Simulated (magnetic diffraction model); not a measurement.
# BaPrCdF7: what an assumed order does to the neutron pattern

Space group P2_1/c (no. 14), a = 5.8410 Å, b = 10.7030 Å, c = 9.9940 Å, β = 92.32°.

```
site  atom       x       y       z
  4e    Pr  0.2227  0.1004  0.3040
  4e    Ba  0.7454  0.1921  0.9996
  4e    Cd  0.7154  0.5991  0.7880
  4e     F  0.4984  0.7585  0.7213
  4e     F  0.3803  0.5812  0.8971
  4e     F  0.7628  0.7109  0.0007
  4e     F  0.4835  0.4939  0.6434
  4e     F  0.9975  0.7385  0.7668
  4e     F  0.1196  0.9371  0.6062
  4e     F  0.9820  0.9970  0.1398
```

The compound is invented for this exercise: a known structure type with other elements, its cell scaled to their sizes and not relaxed.

Only Pr is taken to order (form factors of Pr3+); orders and moment sizes are assumed, and not adapted to the symmetry. Radiation: neutrons of λ = 2.52 Å (absorption by Cd left out), 5° to 35°; isotropic B of 0.18 Å² (Pr), 0.2 Å² (Ba), 0.2 Å² (Cd) and 0.4 Å² (F). Simulated constant-wavelength pattern: nuclear and magnetic terms add, the magnetic one as |2.695 fm × Σ f S⊥ exp(2πi Q·r) exp(−B s²)|², summed over all Q at one angle with the factor 1/(sin²θ cos θ). For collinear order S is the moment m, which repeats by lattice and centring translations R with the sign exp(−2πi k·R). Free-ion form factors, Sears's scattering lengths of 1992, no absorption; a label names one of the reflections at its angle. The strongest nuclear line in the range is 100, and lines under 0.2 are left out.

Assume the order k = (0 1/2 1/2), collinear moments along [001], 2.1 μB on Pr; signs + at (0.2227, 0.1004, 0.3040), − at (0.7773, 0.8996, 0.6960), − at (0.2227, 0.3996, 0.8040), + at (0.7773, 0.6004, 0.1960).

Predict the pattern, nuclear and magnetic parts apart.

```
2θ (°)         index  nuclear  magnetic
  9.90   (0 1/2 1/2)      0.0     141.3
 19.87       (0 1 1)     57.6       0.0
 21.62   (0 3/2 1/2)      0.0      39.5
 22.86   (0 1/2 3/2)      0.0       1.2
 26.61  (1 1/2 -1/2)      0.0      14.9
 27.17   (1 1/2 1/2)      0.0      29.3
 27.24       (0 2 0)      2.9       0.0
 28.47       (1 1 0)     30.9       0.0
 29.23       (0 0 2)    100.0       0.0
 30.00   (0 3/2 3/2)      0.0      15.2
 30.99       (0 2 1)      2.2       0.0
 31.61      (1 1 -1)      1.5       0.0
 32.34       (0 1 2)      1.2       0.0
 32.56       (1 1 1)      0.3       0.0
 33.00  (1 3/2 -1/2)      0.0      24.2
 33.40  (1 1/2 -3/2)      0.0      21.0
 33.46   (1 3/2 1/2)      0.0      19.6
 34.76   (1 1/2 3/2)      0.0      17.2
```

The strongest magnetic line in the range is (0 1/2 1/2) at 9.90° (141.3). On top of the Lorentz factor, which all lines share, magnetic lines fade with angle because f falls: for Pr3+ it is 0.97, 0.88, 0.76 and 0.50 at sin θ/λ = 0.1, 0.2, 0.3 and 0.5 Å⁻¹, while nuclear lengths stay constant. The order has no net moment.

[Logs are printed without paths, hosts, clocks, repeated set-up lines and the standing remarks that a program may print on its own settings, such as how far it seeks lower states.]
